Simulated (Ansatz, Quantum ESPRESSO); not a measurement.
# Complex bands of BP, zinc blende type, lattice constant set to 4.637 Å, part 3 of 3

Aim: how fast states decay in the gap of BP, zinc blende type, lattice constant set to 4.637 Å.

Quantum ESPRESSO 7.5; plane-wave DFT, LDA, GBRV ultrasoft pseudopotentials; cross-check by Ansatz 0.2.0 with PAW datasets.

So far. Step 2 (Self-consistent run): The run needed 9 iterations to bring the estimated error under 1e-09 Ry.

### 4. Complex bands with pwcond.x, with nz1 = 1

Level of this step: complex band structure by pwcond; plane-wave DFT, LDA, GBRV ultrasoft pseudopotentials (Quantum ESPRESSO).

A sensitivity test on the input.

File cbs.w.in:

```
&inputcond
  outdir = './out'
  prefixl = 'scf'
  band_file = 'cbs.w'
  ikind = 0
  ewind = 4.0
  epsproj = 1e-05
  nz1 = 1
  energy0 = 4.48
  denergy = -0.16
/
4
  0.00000000 0.00000000 1.00000000
  0.50000000 0.00000000 1.00000000
  0.50000000 0.50000000 1.00000000
  0.25000000 0.00000000 1.00000000
41
```

Run with:

```console
> OMP_NUM_THREADS=1 mpirun -n 2 pwcond.x -in cbs.w.in > cbs.w.out
```

Numbers of over 12 decimals in the logs are rounded to 6 here.

The program printed:

```text
[banner, memory and clock lines left out]
Program PWCOND v.7.5 starts
[citation notice left out]

[...]
./out/scf.save/

     IMPORTANT: XC functional enforced from input :
     Exchange-correlation= PZ
                           (   1   1   0   0   0   0   0)
     Any further DFT definition will be discarded
     Please, verify this is what you really want

     Reading collected, re-writing distributed wavefunctions

===== INPUT FILE containing the left lead =====

     GEOMETRY:

     lattice parameter (alat)  =       6.1961  a.u.
     the volume                =     336.4170 (a.u.)^3
     the cross section         =      38.3921 (a.u.)^2
     l of the unit cell        =       1.4142 (alat)
     number of atoms/cell      =            4
     number of atomic types    =            2

     crystal axes: (cart. coord. in units of alat)
               a(1) = (  1.0000  0.0000  0.0000 )
               a(2) = (  0.0000  1.0000  0.0000 )
               a(3) = (  0.0000  0.0000  1.4142 )

   Cartesian axes

     site n.     atom                  positions (alat units)
          1        B      tau(  1)=(  0.0000  0.0000  1.4142  )
          2        P      tau(  2)=(  0.5000  0.0000  0.3536  )
          3        B      tau(  3)=(  0.5000  0.5000  0.7071  )
          4        P      tau(  4)=(  0.0000  0.5000  1.0607  )

     nr1s                      =           25
     nr2s                      =           25
     nr3s                      =           36
     nr1sx                     =           25
     nr2sx                     =           25
     nr3sx                     =           36
     nr1                       =           27
     nr2                       =           27
     nr3                       =           40
     nr1x                      =           27
     nr2x                      =           27
     nr3x                      =           40

 _______________________________
  Radii of nonlocal spheres:

     type       ibeta     ang. mom.          radius (alat units)
       B          1         0                    0.2019
       B          2         0                    0.2019
       B          3         1                    0.2019
       B          4         1                    0.2019
       P          1         0                    0.2428
       P          2         0                    0.2428
       P          3         1                    0.2428
       P          4         1                    0.2428
       P          5         2                    0.2428
       P          6         2                    0.2428
----- General information -----

----- Complex band structure calculation -----

     nrx                       =           25
     nry                       =           25
     nz1                       =            1

     energy0               =         4.5E+00
     denergy               =        -1.6E-01
     nenergy               =         41
     ecut2d                =         4.0E+01
     ewind                 =         4.0E+00
     epsproj               =         1.0E-05

     number of k_|| points=    4
                       cryst. coord.
        k(    1) = (   0.0000000   0.0000000), wk =   0.2500000
        k(    2) = (   0.5000000   0.0000000), wk =   0.2500000
        k(    3) = (   0.5000000   0.5000000), wk =   0.2500000
        k(    4) = (   0.2500000   0.0000000), wk =   0.2500000
----- Information about left lead -----

     nocros                   =            8
     noins                    =           44
     norb                     =           60
     norbf                    =           60
     nrz                      =           36

      iorb      type   ibeta   ang. mom.   m       position (alat)
        1        1       1        0        1   taunew(   1)=(  0.0000  0.0000  0.0000)
        2        1       2        0        1   taunew(   2)=(  0.0000  0.0000  0.0000)
[...]
60        1       4        1        3   taunew(  60)=(  0.0000  0.0000  1.4142)
    k slab    z(k)  z(k+1)     crossing(iorb=1,norb)
    1   0.0000 0.0393 0.0393   111111110000000000000000000000000000000000000000000000000000
    2   0.0393 0.0786 0.0393   111111110000000000000000000000000000000000000000000000000000
[...]
36   1.3749 1.4142 0.0393   000000000000000000000000000000000000000000000000000011111111
 ngper, shell number =          121          20
 ngper, n2d =          121         102
---  E-Ef =    4.4800000  k =    0.0000000   0.0000000
---  ie =          1  ik =          1
 Nchannels of the left tip =            3
 Right moving states:
   k1(2pi/a)   k2(2pi/a)   E-Ef (eV)
   0.2202143  -0.0000000   4.4800000
   0.2202143  -0.0000000   4.4800000
   0.4669821   0.0000000   4.4800000
 Left moving states:
   k1(2pi/a)   k2(2pi/a)   E-Ef (eV)
  -0.2202136  -0.0000000   4.4800000
  -0.2202136  -0.0000000   4.4800000
  -0.4669818   0.0000000   4.4800000

---  E-Ef =    4.3200000  k =    0.0000000   0.0000000
---  ie =          2  ik =          1
 Nchannels of the left tip =            3
 Right moving states:
   k1(2pi/a)   k2(2pi/a)   E-Ef (eV)
   0.2019154  -0.0000000   4.3200000
   0.2019325  -0.0000000   4.3200000
   0.4509034   0.0000000   4.3200000
 Left moving states:
   k1(2pi/a)   k2(2pi/a)   E-Ef (eV)
  -0.2019147  -0.0000000   4.3200000
  -0.2019147  -0.0000000   4.3200000
  -0.4509030   0.0000000   4.3200000
[... further energies and points left out ...]
---  E-Ef =   -1.7600000  k =    0.2500000   0.0000000
---  ie =         40  ik =          4
 Nchannels of the left tip =            3
 Right moving states:
   k1(2pi/a)   k2(2pi/a)   E-Ef (eV)
   0.0893915   0.0000000  -1.7600000
  -0.4052513   0.0000000  -1.7600000
  -0.4419106  -0.0000000  -1.7600000
 Left moving states:
   k1(2pi/a)   k2(2pi/a)   E-Ef (eV)
  -0.0893914   0.0000000  -1.7600000
   0.4052529   0.0000000  -1.7600000
   0.4419092   0.0000000  -1.7600000

---  E-Ef =   -1.9200000  k =    0.2500000   0.0000000
---  ie =         41  ik =          4
 Nchannels of the left tip =            3
 Right moving states:
   k1(2pi/a)   k2(2pi/a)   E-Ef (eV)
   0.0630359   0.0000000  -1.9200000
  -0.4409440   0.0000000  -1.9200000
  -0.4629503  -0.0000000  -1.9200000
 Left moving states:
   k1(2pi/a)   k2(2pi/a)   E-Ef (eV)
  -0.0630357   0.0000000  -1.9200000
   0.4409455  -0.0000000  -1.9200000
   0.4629488   0.0000000  -1.9200000

[...]
```

The job ended after 2.4 min (2 MPI ranks of Arm Neoverse N1, shared host; peak memory 0.11 GiB; 4 min of CPU time).

The changed values were drawn from a wide range, not chosen for quality; the comparison shows what they did here together.

Beside the run it was changed from:

| quantity | this run | unchanged run | difference |
| --- | --- | --- | --- |
| peak of the smallest κ at the zone centre (Å⁻¹) | 0.213 | 0.209 | 0.0040 |
| peak of the smallest κ at (1/2, 0) (Å⁻¹) | 0.287 | 0.288 | -0.0010 |
| wall time (s) | 146 | 137 |  |

The physical values in this table move by up to 1.9 %.

### 5. The same in Ansatz

A second code with its own PAW datasets, on the same atoms.

Level of this step: plane-wave DFT, LDA, Ansatz PAW (Ansatz 0.2.0).

File input.yaml:

```yaml
crystal:
  lattice:
    - [3.2788541444, 0.0, 0.0]
    - [0.0, 3.2788541444, 0.0]
    - [0.0, 0.0, 4.637]
  atoms:
    - { symbol: B, position: [0.0, 0.0, 0.0] }
    - { symbol: P, position: [0.5, 0.0, 0.25] }
    - { symbol: B, position: [0.5, 0.5, 0.5] }
    - { symbol: P, position: [0.0, 0.5, 0.75] }
kpoints:
  mp_grid: { grid: [8, 8, 6] }
hamiltonian:
  xc: lda
scf:
  occupations: { method: fixed }
  convergence: { dr2_threshold: 1.0e-09 }
output:
  transmission:
    leads: [[0, 0]]
    kpoints: [[0, 0], [0.5, 0], [0.5, 0.5], [0.25, 0]]
    e_range: [-1.92, 4.48]
    de: 0.16
```

Run with:

```console
> ansatz run input.yaml --threads 2 --pin off --max-ram 4096MiB --backend cpu --events-out ev --progress --plain --runs-dir out
```

The program printed:

```text
Engine: ansatz 0.2.0, aarch64-unknown-linux-gnu
Pseudopotentials: kind: paw
Pseudopotential: B, paw, valence charge 3, recommended cutoff 420 eV (normal), B.paw.azcp
Pseudopotential: P, paw, valence charge 5, recommended cutoff 420 eV (normal), P.paw.azcp
Functional definition: SPW92
  exchange = slater_x
  correlation = pw_c
Crystal: 4 atoms, lattice volume = 49.852 Å³
Basis set: ecut = 420 eV, 999 PW (Γ)
Bands: 12, of which v1, the nominal top of the filled ones, is band 8 counted from 1 (7 counted from 0)
Symmetry: 16 space group operations
Space group: F-43m (ITA 216), of the structure as read, at distance tolerance 3.7e-5 Å
k-points: 60 of 384 (time reversal used)
Non-local potential: B, projectors of the file, l = 0: 2, l = 1: 2, l = 2: 1
Non-local potential: P, projectors of the file, l = 0: 2, l = 1: 2, l = 2: 2
PAW form: soft (Blöchl's): semilocal exchange-correlation on the pseudo side does not see the compensation charge
PAW frozen core: B, regenerated for the run's functional, and the local potential with it (the file was generated under x = pbe(κ = 0.804, μ = 0.219515), c = pbe(β = 0.066725))
PAW frozen core: P, regenerated for the run's functional, and the local potential with it (the file was generated under x = pbe(κ = 0.804, μ = 0.219515), c = pbe(β = 0.066725))
PAW one-centre angular grid: B, 110 points (default); XC on 64 Gauss nodes
PAW one-centre angular grid: P, 110 points (default); XC on 64 Gauss nodes
Initial density: superposition of atomic densities (neutral atoms: chi_scale 0, normalization atom), corrected by the library's trained network
Initial wavefunctions: pseudopotential atomic-orbital guess
Functional: x = slater, c = lda
SCF iter   1: F=—  HF=-1753.059377 eV  |F-HF|=—  |Δ(HF+E_count)|=         —  Δρ=4.97e-3  dr2=1.03e-2  ethr=1.77e-3  ⟨swp⟩=5.1  Hψ=4256  notcnv=0  defer=115
preconditioner: auto → none  [insulator: Δε(μ)=1.254 eV  Ē_g=10.368 eV  n_scr=6 (ndim 8)  ℏωp=21.0 eV  f_vac=0.000  ε∞_Penn≈5.1]
SCF iter   2: F=—  HF=-1753.057440 eV  |F-HF|=—  |Δ(HF+E_count)|=   1.94e-3  Δρ=2.19e-3  dr2=1.52e-3  ethr=6.42e-5  ⟨swp⟩=2.9  Hψ=1751  notcnv=0  defer=120
SCF iter   3: F=—  HF=-1753.057112 eV  |F-HF|=—  |Δ(HF+E_count)|=   3.29e-4  Δρ=9.68e-4  dr2=2.47e-4  ethr=9.49e-6  ⟨swp⟩=2.7  Hψ=1252  notcnv=0  defer=120
SCF iter   4: F=—  HF=-1753.057071 eV  |F-HF|=—  |Δ(HF+E_count)|=   4.01e-5  Δρ=2.54e-4  dr2=1.95e-5  ethr=1.55e-6  ⟨swp⟩=1.0  Hψ=720  notcnv=0  defer=100
SCF iter   5: F=—  HF=-1753.057069 eV  |F-HF|=—  |Δ(HF+E_count)|=   2.76e-6  Δρ=2.66e-5  dr2=2.45e-7  ethr=1.22e-7  ⟨swp⟩=2.2  Hψ=1188  notcnv=0  defer=90
SCF iter   6: F=—  HF=-1753.057068 eV  |F-HF|=—  |Δ(HF+E_count)|=   4.55e-7  Δρ=2.82e-6  dr2=2.61e-9  ethr=1.53e-9  ⟨swp⟩=2.6  Hψ=1185  notcnv=0  defer=92
SCF iter   7: F=-1753.057068 eV  HF=-1753.057068 eV  |F-HF|=3.00e-11  |Δ(HF+E_count)|=  4.22e-10  Δρ=3.03e-7  dr2=4.59e-11  ethr=6.25e-12  ⟨swp⟩=6.0  Hψ=3527  notcnv=0
SCF 1 converged in 7 iterations: F = -1753.057068 eV  dr2 = 4.59e-11
  greatest PAW one-centre occupation: 0.768 electrons in one spin orbital (limit 2), on the P atom at site 3 (counted from 0), in its partial waves of l = 0
transmission: 6 of 24 steps passed
transmission: 12 of 24 steps passed
transmission: 18 of 24 steps passed
transmission: 24 of 24 steps passed
SCF converged after 7 iterations
Free energy (F): -1753.057068 eV
Harris-Foulkes:  -1753.057068 eV  (|F-HF|=3.00e-11)
Internal energy: -1753.057068 eV  (E = F + TS)
E sigma→0 (E₀):  -1753.057068 eV
Fermi energy:    8.196864 eV
--- Per-component energies (eV) ---
  E_band       = 31.665719
  E_kinetic    = 237.791107
  E_local      = -149.326651  (includes V_loc(G=0)·N_el)
  E_nonlocal   = 92.951401
  E_hartree    = 35.567835
  E_xc         = -186.629053
  E_vxc        = -198.320945  (∫ρ·V_xc dr)
  E_paw        = -1224.945534  (= ΣΔE_a)
  E_vpaw       = -22.564867  (= ΣTr[D̂ρ^β])
  E_aug_tail   = -0.000002  (compensation charges beyond the density's cutoff)
  E_ewald      = -558.792542
  E_core_change = 0.326372  (= ΣΔE_core)
  E_smearing   = -0.000000  (= −TS)
  E_closure    = -0.000000  (closes the sum)
  Σ components = -1753.057068   (vs F -1753.057068, Δ=0.00e0)
--- Band table (eV; the first three rows and the last of 60) ---
  k-point 0: bands = [... 4 lower, 4.3221, 8.1968, 8.1969, 8.1969, 9.6095, 9.7960, 11.4813, 11.4814]
  k-point 1: bands = [... 4 lower, 4.4713, 7.6112, 7.6112, 7.6235, 9.4581, 10.3564, 11.1770, 12.2370]
  k-point 2: bands = [... 4 lower, 4.9143, 6.2634, 6.5773, 6.5773, 9.5782, 10.5658, 11.4544, 13.7686]
  k-point 59: bands = [... 4 lower, 2.8692, 2.8692, 3.0699, 3.0699, 13.4345, 13.4345, 14.7022, 14.7022]
--- Transmission ---
  basis      : 97 plane waves across, 6 finite elements along
  points     : 4, as listed
  energies   : 41 from -1.920000 to 4.480000 eV about the Fermi level, 0.160000 eV apart; the leads are filled to 0.630638 eV, and channels, transmission and decay are at 0.640000 eV
  crystal 0  : P2B2, at the sites [0, 0], period 4.6370 Å: whole cells are its period
    offset         : up to 0.0000 Å between an atom of the period and one for which it stands
    channels       : 0.000000e0 a spin
    conductance    : none, the energies end too early or step too widely for 300 K: set another output.transmission.e_range or a lower de, or, where they end at an eighth of basis.ecutwfc, a higher one
    slowest decay  : 0.1844 /Å at (0.0000, 0.0000)
```

Wall time 28 s (2 threads); peak memory 0.34 GiB.

Numbers from this step:

| Property | Result |
| --- | --- |
| free energy | -1753.0571 eV |
| gap by band count | 1.261 eV |
| symmetry operations | 16 |
| slowest decay at the grid energy nearest mid-gap | 0.1844 Å⁻¹ |
| peak of the smallest κ at the zone centre | 0.2091 Å⁻¹ |
| peak of the smallest κ at (1/2, 0) | 0.2878 Å⁻¹ |
| peak of the smallest κ at (1/4, 0) | 0.2869 Å⁻¹ |
| valence top, on the run's zero | 8.197 eV |

K across = (0, 0) in the cell's reciprocal vectors; values within 0.0025 1/Å of each other count once, columns are sorted by size at each energy, a dash where no further value was kept. Im kz of the slowest decaying states against energy, zero at the highest filled level of the SCF mesh:

| energy (eV) | decay 1 (Å⁻¹) | decay 2 (Å⁻¹) | decay 3 (Å⁻¹) |
| --- | --- | --- | --- |
| -1.92 | 0.955 | - | - |
| -1.76 | 0.931 | - | - |
| -1.44 | 0.881 | - | - |
| -1.28 | 0.855 | - | - |
| -0.96 | 0.800 | - | - |
| -0.80 | 0.771 | - | - |
| -0.64 | 0.741 | - | - |
| -0.32 | 0.677 | - | - |
| -0.16 | 0.643 | - | - |
| 0.00 | 0.00285 | 0.606 | - |
| 0.32 | 0.140 | 0.158 | 0.525 |
| 0.48 | 0.166 | 0.192 | 0.479 |
| 0.80 | 0.199 | 0.241 | 0.370 |
| 0.96 | 0.209 | 0.261 | 0.300 |
| 1.12 | 0.205 | 0.217 | 0.278 |
| 1.44 | 0.0375 | 0.224 | 0.307 |
| 1.60 | 0.225 | 0.319 | - |
| 1.76 | 0.223 | 0.330 | - |
| 2.08 | 0.214 | 0.349 | - |
| 2.24 | 0.206 | 0.357 | - |
| 2.56 | 0.182 | 0.371 | - |
| 2.72 | 0.165 | 0.377 | - |
| 2.88 | 0.143 | 0.383 | - |
| 3.20 | 0.0683 | 0.395 | - |
| 3.36 | 0.103 | 0.401 | - |
| 3.52 | 0.173 | 0.407 | - |
| 3.84 | 0.242 | 0.421 | 1.48 |
| 4.00 | 0.260 | 0.429 | 1.47 |
| 4.32 | 0.279 | 0.446 | 1.44 |
| 4.48 | 0.283 | 0.454 | 1.43 |

K across = (0, 0) in the cell's reciprocal vectors. Table of Re kz of states that move upwards by energy, zero at the highest filled level of the SCF mesh:

| energy (eV) | channel 1 (Å⁻¹) | channel 2 (Å⁻¹) | channel 3 (Å⁻¹) |
| --- | --- | --- | --- |
| -1.92 | -0.519 | -0.519 | -0.450 |
| -1.60 | -0.447 | -0.447 | -0.403 |
| -1.28 | -0.378 | -0.378 | -0.353 |
| -0.96 | -0.309 | -0.309 | -0.300 |
| -0.64 | -0.240 | -0.238 | -0.238 |
| -0.32 | -0.166 | -0.159 | -0.159 |
| -0.16 | -0.116 | -0.109 | -0.109 |
| 0.00 | - | - | - |
| 0.16 | - | - | - |
| 0.48 | - | - | - |
| 0.80 | - | - | - |
| 1.12 | - | - | - |
| 1.44 | 0.496 | - | - |
| 1.76 | 0.101 | 0.668 | - |
| 2.08 | -0.557 | 0.204 | - |
| 2.40 | -0.441 | 0.285 | - |
| 2.72 | -0.327 | 0.353 | - |
| 2.88 | -0.266 | 0.384 | - |
| 3.20 | -0.113 | 0.442 | - |
| 3.52 | 0.119 | 0.119 | 0.495 |
| 3.84 | 0.189 | 0.189 | 0.544 |
| 4.16 | 0.246 | 0.246 | 0.590 |
| 4.48 | 0.297 | 0.297 | 0.634 |

K across = (1/2, 0) in the cell's reciprocal vectors; values within 0.0025 1/Å of each other count once, columns are sorted by size at each energy, a dash where no further value was kept. Table of Im kz of the slowest decaying states by energy, zero at the highest filled level of the SCF mesh:

| energy (eV) | decay 1 (Å⁻¹) | decay 2 (Å⁻¹) | decay 3 (Å⁻¹) |
| --- | --- | --- | --- |
| -1.92 | 0.315 | 1.33 | - |
| -1.60 | 0.0648 | 0.253 | 1.30 |
| -1.28 | 0.150 | 0.488 | 1.26 |
| -0.96 | 0.196 | 0.571 | 1.22 |
| -0.64 | 0.227 | 0.615 | 1.18 |
| -0.32 | 0.250 | 0.638 | 1.14 |
| -0.16 | 0.259 | 0.645 | 1.12 |
| 0.00 | 0.267 | 0.650 | 1.10 |
| 0.16 | 0.273 | 0.652 | 1.07 |
| 0.48 | 0.282 | 0.652 | 1.03 |
| 0.80 | 0.287 | 0.646 | 0.982 |
| 1.12 | 0.287 | 0.635 | 0.933 |
| 1.44 | 0.284 | 0.620 | 0.881 |
| 1.76 | 0.275 | 0.600 | 0.825 |
| 2.08 | 0.261 | 0.577 | 0.764 |
| 2.40 | 0.240 | 0.549 | 0.697 |
| 2.72 | 0.209 | 0.517 | 0.621 |
| 2.88 | 0.188 | 0.499 | 0.578 |
| 3.20 | 0.122 | 0.458 | 0.473 |
| 3.52 | 0.315 | 0.410 | - |
| 3.84 | 0.0704 | 0.351 | - |
| 4.16 | 0.184 | 0.274 | - |
| 4.48 | 0.154 | 0.171 | - |

K across = (1/2, 1/2) in the cell's reciprocal vectors; values within 0.0025 1/Å of each other count once, columns are sorted by size at each energy, a dash where no further value was kept. Table of Im kz of the slowest decaying states by energy, zero at the highest filled level of the SCF mesh:

| energy (eV) | decay 1 (Å⁻¹) | decay 2 (Å⁻¹) |
| --- | --- | --- |
| -1.92 | 0.322 | - |
| -1.76 | 0.324 | - |
| -1.44 | 0.324 | - |
| -1.28 | 0.323 | - |
| -0.96 | 0.317 | - |
| -0.80 | 0.313 | - |
| -0.64 | 0.307 | - |
| -0.32 | 0.292 | 0.295 |
| -0.16 | 0.283 | 0.286 |
| 0.00 | 0.272 | 0.277 |
| 0.32 | 0.246 | 0.254 |
| 0.48 | 0.231 | 0.241 |
| 0.80 | 0.192 | 0.209 |
| 0.96 | 0.167 | 0.189 |
| 1.12 | 0.136 | 0.165 |
| 1.44 | 0.0970 | - |
| 1.60 | - | - |
| 1.76 | - | - |
| 2.08 | - | - |
| 2.24 | - | - |
| 2.56 | - | - |
| 2.72 | - | - |
| 2.88 | - | - |
| 3.20 | - | - |
| 3.36 | - | - |
| 3.52 | - | - |
| 3.84 | - | - |
| 4.00 | - | - |
| 4.32 | - | - |
| 4.48 | - | - |

K across = (1/4, 0) in the cell's reciprocal vectors; values within 0.0025 1/Å of each other count once, columns are sorted by size at each energy, a dash where no further value was kept. Im kz of the slowest decaying states against energy, zero at the highest filled level of the SCF mesh:

| energy (eV) | decay 1 (Å⁻¹) | decay 2 (Å⁻¹) | decay 3 (Å⁻¹) |
| --- | --- | --- | --- |
| -1.92 | 1.07 | 1.42 | - |
| -1.76 | 1.05 | 1.40 | - |
| -1.44 | 1.00 | 1.37 | - |
| -1.28 | 0.980 | 1.36 | 1.50 |
| -0.96 | 0.0750 | 0.934 | 1.32 |
| -0.80 | 0.126 | 0.909 | 1.31 |
| -0.64 | 0.159 | 0.885 | 1.29 |
| -0.32 | 0.124 | 0.204 | 0.833 |
| -0.16 | 0.193 | 0.221 | 0.806 |
| 0.00 | 0.235 | 0.238 | 0.778 |
| 0.32 | 0.257 | 0.301 | 0.719 |
| 0.48 | 0.266 | 0.324 | 0.688 |
| 0.80 | 0.278 | 0.359 | 0.620 |
| 0.96 | 0.282 | 0.372 | 0.583 |
| 1.12 | 0.285 | 0.383 | 0.543 |
| 1.44 | 0.287 | 0.398 | 0.451 |
| 1.60 | 0.286 | 0.397 | 0.403 |
| 1.76 | 0.284 | 0.333 | 0.405 |
| 2.08 | 0.123 | 0.276 | 0.405 |
| 2.24 | 0.270 | 0.402 | 0.943 |
| 2.56 | 0.252 | 0.389 | 0.902 |
| 2.72 | 0.241 | 0.378 | 0.882 |
| 2.88 | 0.226 | 0.365 | 0.862 |
| 3.20 | 0.187 | 0.327 | 0.822 |
| 3.36 | 0.157 | 0.300 | 0.803 |
| 3.52 | 0.112 | 0.267 | 0.785 |
| 3.84 | 0.0897 | 0.162 | 0.751 |
| 4.00 | 0.00735 | 0.110 | 0.720 |
| 4.32 | 0.0897 | 0.648 | 0.704 |
| 4.48 | 0.131 | 0.609 | 0.691 |

### 6. Worked from the printed numbers

T falls as exp(−2κd). With κ = 0.183 1/Å, 10 Å of barrier pass exp(−2 × 0.183 × 10) = 0.026 of that channel, interfaces aside.

### 7. What came out

- gap on the SCF mesh: 1.26 eV
- smallest κ at mid-gap among the four k points, at the zone centre: 0.183 Å⁻¹
- peak of the smallest κ in the stop band at the zone centre: 0.209 Å⁻¹
- peak of the smallest κ in the stop band at (1/2, 0): 0.288 Å⁻¹
- peak of the smallest κ in the stop band at (1/4, 0): 0.287 Å⁻¹
- energy of the peak at the zone centre, over the highest filled level: 0.96 eV
- peak at the zone centre by Ansatz: 0.209 Å⁻¹

With a gap of 1.26 eV on the mesh, the smallest κ at mid-gap among the four k points, at the zone centre is 0.183 Å⁻¹ (LDA, GBRV ultrasoft). For a barrier with the Fermi level at mid-gap the slowest state found, at the zone centre, loses a factor of ten in probability every 6.3 Å or so. Stop bands away from the zone centre are mostly wider than the gap, so their peaks can lie above the conduction bottom. At the zone centre pwcond's peak is 0.209 and Ansatz's 0.209 1/Å, 0 % apart. The cell is the a/√2 one, turned by 45°, with two primitive cells, so X along [001] folds onto kz = 0. A semilocal gap is too small, often by a third to a half and by more in narrow-gap crystals, so real barriers decay faster.

[Logs are printed without paths, hosts, clocks, repeated set-up lines and the standing remarks that a program may print on its own settings, such as how far it seeks lower states.]

[Hosts, paths, dates, database ids (printed as entryN), source tags and the programs' standing remarks are cut or masked in the printed files.]

[Maps of the electrostatic potential energy from Ansatz leave out the sawtooth potential of an applied field or a dipole correction, so their vacuum need not be flat; planar profiles and work functions include it.]
